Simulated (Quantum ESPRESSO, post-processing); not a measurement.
# Na(100), 5 layers: solver and mixing choices, part 3 of 3

Which eigensolver and mixing suits Na(100), 5 layers? The physics should not care; the clock does.

Quantum ESPRESSO 7.5; plane-wave DFT, PBE, PseudoDojo norm-conserving pseudopotentials.

So far. Step 9 (Ground state: cg, local-TF mixing, beta 0.4, history 8): Counted from each run's own zero (the Fermi level), the vacuum level differs from the first run's by +1 meV. Step 10 (SCF with pw.x: ppcg, local-TF mixing, beta 0.4, history …): The message: “iosys (1): PPCG diagonalization not supported anymore (Dec. 2024)”. This release no longer has that solver; david, paro or rmm-davidson serve.

### Step 11. Ground state: paro, local-TF mixing, beta 0.4, history 8

File c9.in:

```
&control
  prefix = 'c9'
  outdir = './out'
  pseudo_dir = './pseudo'
  calculation = 'scf'
  tprnfor = .true.
/
&system
  ibrav = 0
  nat = 5
  ntyp = 1
  ecutwfc = 76
  ecutrho = 304
  occupations = 'smearing'
  smearing = 'mv'
  degauss = 0.02
  assume_isolated = 'esm'
  esm_bc = 'bc1'
/
&electrons
  conv_thr = 1e-07
  mixing_beta = 0.4
  electron_maxstep = 80
  mixing_mode = 'local-TF'
  diagonalization = 'paro'
  mixing_ndim = 8
/
ATOMIC_SPECIES
  Na  22.9898  Na.dojo-sr-pbe-0.4.1-standard.upf
CELL_PARAMETERS angstrom
  4.23000000000000 0.00000000000000 0.00000000000000
  0.00000000000000 4.23000000000000 0.00000000000000
  0.00000000000000 0.00000000000000 24.46000000000000
ATOMIC_POSITIONS crystal
  Na  0.000000000000 0.000000000000 -0.172935404742
  Na  0.500000000000 0.500000000000 -0.086467702371
  Na  0.000000000000 0.000000000000 0.000000000000
  Na  0.500000000000 0.500000000000 0.086467702371
  Na  0.000000000000 0.000000000000 0.172935404742
K_POINTS automatic
  6 6 1 0 0 0
```

On the command line:

```console
$ OMP_NUM_THREADS=1 mpirun -n 4 pw.x -nk 2 -in c9.in > c9.out
```

Output:

```text
[banner, memory and clock lines left out]
Program PWSCF v.7.5 starts
[...]
Message from routine setup:
[...]
number of electrons       =        45.00
     number of Kohn-Sham states=           28
     kinetic-energy cutoff     =      76.0000  Ry
     charge density cutoff     =     304.0000  Ry
[...]
number of k points=    10  Marzari-Vanderbilt smearing, width (Ry)=  0.0200
[...]
Dense  grid:   264365 G-vectors     FFT dimensions: (  45,  45, 270)
[...]
negative rho (up, down):  1.519E-05 0.000E+00
     Starting wfcs are   25 randomized atomic wfcs +    3 random wfcs
[...]
estimated scf accuracy    <       0.14042713 Ry
[...]
estimated scf accuracy    <       0.08601039 Ry
[...]
estimated scf accuracy    <       0.00489845 Ry
[...]
estimated scf accuracy    <       0.00505834 Ry
[...]
estimated scf accuracy    <       0.00147657 Ry
[...]
negative rho (up, down):  1.973E-06 0.000E+00
[...]
estimated scf accuracy    <       0.00113122 Ry
[...]
estimated scf accuracy    <       0.00077486 Ry
[...]
negative rho (up, down):  8.766E-06 0.000E+00
[...]
estimated scf accuracy    <       0.00034813 Ry
[...]
negative rho (up, down):  1.156E-08 0.000E+00
[...]
estimated scf accuracy    <       0.00003460 Ry
[...]
estimated scf accuracy    <       0.00001515 Ry
[...]
estimated scf accuracy    <       0.00000146 Ry
[...]
negative rho (up, down):  1.313E-05 0.000E+00
[...]
estimated scf accuracy    <       0.00000033 Ry
[...]
the Fermi energy is    -2.6102 ev
!    total energy              =    -457.10152125 Ry
     estimated scf accuracy    <       0.00000009 Ry
     smearing contrib. (-TS)   =      -0.00273631 Ry
     internal energy E=F+TS    =    -457.09878494 Ry
[...]
one-electron contribution =    2200.95414760 Ry
     hartree contribution      =   -1107.77669340 Ry
     xc contribution           =     -68.50277059 Ry
     ewald contribution        =   -1481.77346854 Ry
     convergence has been achieved in  13 iterations
[...]
Total force =     0.000073     Total SCF correction =     0.000052
[...]
```

It took 8.3 min on 4 MPI ranks of Arm Neoverse N1, shared host; peak memory 0.82 GiB.

This step gave:

| Item | Value |
| --- | --- |
| Fermi energy | -2.610 eV |
| vacuum line at the lower end of the cell, over the Fermi level | 2.610 eV |
| vacuum line at the upper end of the cell, over the Fermi level | 2.610 eV |

The program's own clock; routines nest. Time by routine:

```csv
routine,wall time (s),calls
PWSCF,497.4,1
electrons,493.9,1
c_bands,459.1,14
paro_k,423.8,70
h_psi,325.3,2953
vloc_psi,296.8,2953
fftw,282,51682
mix_rho,19.3,14
calbec,14.18,2973
h_psi:calbec,13.95,2953
add_vuspsi,13.52,2953
sum_band,12.59,14
ffts,11.27,1266
g_psi,3.9,3494
```

Counted from each run's own zero (the Fermi level), the vacuum level differs from the first run's by +0 meV.

### Step 12. Self-consistent run: rmm-davidson, local-TF mixing, beta 0.4, history 8

c10.in is the input of step 11 with these lines changed:

```diff
@@ -1,3 +1,3 @@
 &control
-  prefix = 'c9'
+  prefix = 'c10'
   outdir = './out'
@@ -24,3 +24,3 @@
   mixing_mode = 'local-TF'
-  diagonalization = 'paro'
+  diagonalization = 'rmm-davidson'
   mixing_ndim = 8
```

On the command line:

```console
$ OMP_NUM_THREADS=1 mpirun -n 4 pw.x -nk 2 -in c10.in > c10.out
```

Output:

```text
[banner, memory and clock lines left out]
Program PWSCF v.7.5 starts
[...]
Message from routine setup:
[...]
number of electrons       =        45.00
     number of Kohn-Sham states=           28
     kinetic-energy cutoff     =      76.0000  Ry
     charge density cutoff     =     304.0000  Ry
[...]
number of k points=    10  Marzari-Vanderbilt smearing, width (Ry)=  0.0200
[...]
Dense  grid:   264365 G-vectors     FFT dimensions: (  45,  45, 270)
[...]
negative rho (up, down):  1.519E-05 0.000E+00
     Starting wfcs are   25 randomized atomic wfcs +    3 random wfcs
[...]
estimated scf accuracy    <       0.13599518 Ry
[...]
estimated scf accuracy    <       0.08449979 Ry
[...]
estimated scf accuracy    <       0.00552478 Ry
[...]
estimated scf accuracy    <       0.00658914 Ry
[...]
estimated scf accuracy    <       0.00170928 Ry
[...]
negative rho (up, down):  3.969E-05 0.000E+00
[...]
estimated scf accuracy    <       0.00112623 Ry
[...]
negative rho (up, down):  4.628E-06 0.000E+00
[...]
estimated scf accuracy    <       0.00079440 Ry
[...]
estimated scf accuracy    <       0.00041610 Ry
[...]
negative rho (up, down):  1.108E-05 0.000E+00
[...]
estimated scf accuracy    <       0.00007518 Ry
[...]
negative rho (up, down):  1.306E-05 0.000E+00
[...]
estimated scf accuracy    <       0.00003452 Ry
[...]
negative rho (up, down):  7.345E-06 0.000E+00
[...]
estimated scf accuracy    <       0.00000114 Ry
[...]
estimated scf accuracy    <       0.00000120 Ry
[...]
negative rho (up, down):  2.603E-05 0.000E+00
[...]
estimated scf accuracy    <       0.00000044 Ry
[...]
the Fermi energy is    -2.6102 ev
!    total energy              =    -457.10152127 Ry
     estimated scf accuracy    <       0.00000004 Ry
     smearing contrib. (-TS)   =      -0.00273678 Ry
     internal energy E=F+TS    =    -457.09878449 Ry
[...]
one-electron contribution =    2200.94681526 Ry
     hartree contribution      =   -1107.76928625 Ry
     xc contribution           =     -68.50284495 Ry
     ewald contribution        =   -1481.77346854 Ry
     convergence has been achieved in  14 iterations
[...]
Total force =     0.000039     Total SCF correction =     0.000371
[...]
```

It took 2.4 min on 4 MPI ranks; peak memory 0.93 GiB.

The program's own clock; routines nest. Time by routine:

```csv
routine,wall time (s),calls
PWSCF,145.1,1
electrons,141.7,1
c_bands,103.8,15
h_psi,84.4,651
fftw,81.74,14808
vloc_psi,77.41,651
crmmdiagg,32.93,50
wfcrot,22.21,55
mix_rho,21.38,15
sum_band,13.63,15
ffts,12.62,1388
calbec,3.6,671
h_psi:calbec,3.36,651
add_vuspsi,3.3,651
```

Counted from each run's own zero (the Fermi level), the vacuum level differs from the first run's by +0 meV.

### Step 13. The series side by side

All levels:

```csv
level,vacuum level over the Fermi level (eV),its change from the first (meV),energy from the first (meV an atom),SCF iterations,wall time (s),peak memory (GiB),CPU time (s)
"david, local-TF mixing, beta 0.4, history 8",2.61,0,0,13,161,0.79,643.4
"david, plain mixing, beta 0.4, history 8",2.61,0.1014,0,15,173.2,0.75,692.3
"david, plain mixing, beta 0.7, history 8",2.611,0.5014,5.44e-5,22,223.2,0.75,892.4
"david, TF mixing, beta 0.4, history 8",2.614,3.3,5.44e-5,28,270.5,0.75,1082
"david, local-TF mixing, beta 0.7, history 8",2.61,-0.2986,1.09e-4,13,158.6,0.79,634.1
"david, local-TF mixing, beta 0.2, history 8",2.612,2.2,-8.16e-5,17,203.7,0.79,814.3
"david, local-TF mixing, beta 0.4, history 4",2.61,0,1.09e-4,15,190.8,0.74,762.6
"cg, local-TF mixing, beta 0.4, history 8",2.611,1,-1.36e-4,12,149.5,0.78,597.7
"paro, local-TF mixing, beta 0.4, history 8",2.61,0,-5.44e-5,13,498,0.82,1991
"rmm-davidson, local-TF mixing, beta 0.4, history 8",2.61,0,-1.09e-4,14,145.7,0.93,582.1
```

### Step 14. Summary of results

```json
{
 "fastest": "rmm-davidson, local-TF mixing, beta 0.4, history 8: 2.4 min, 14 iterations",
 "slowest that converged": "paro, local-TF mixing, beta 0.4, history 8: 8.3 min, 13 iterations",
 "fewest iterations": "cg, local-TF mixing, beta 0.4, history 8: 12",
 "largest change of the vacuum level": "3 meV"
}
```

What this shows: The fastest choice is rmm-davidson, local-TF mixing, beta 0.4, history 8: 2.4 min, 14 iterations. The converged runs took 12 to 28 iterations and agree within 4 meV in the vacuum level; counts also move with the parallel layout and the random start, so differences of a few iterations rank nothing. Refused or stopped by an error: ppcg, local-TF mixing, beta 0.4, history 8. The times come from a shared host and are rough. Peak memory is sampled during the run and can miss the peak. The geometry is as built, not relaxed.

[Logs are printed without paths, hosts, clocks, repeated set-up lines and the standing remarks that a program may print on its own settings, such as how far it seeks lower states.]

[Hosts, paths, dates, database ids (printed as entryN), source tags and the programs' standing remarks are cut or masked in the printed files.]

[Maps of the electrostatic potential energy from Ansatz leave out the sawtooth potential of an applied field or a dipole correction, so their vacuum need not be flat; planar profiles and work functions include it.]
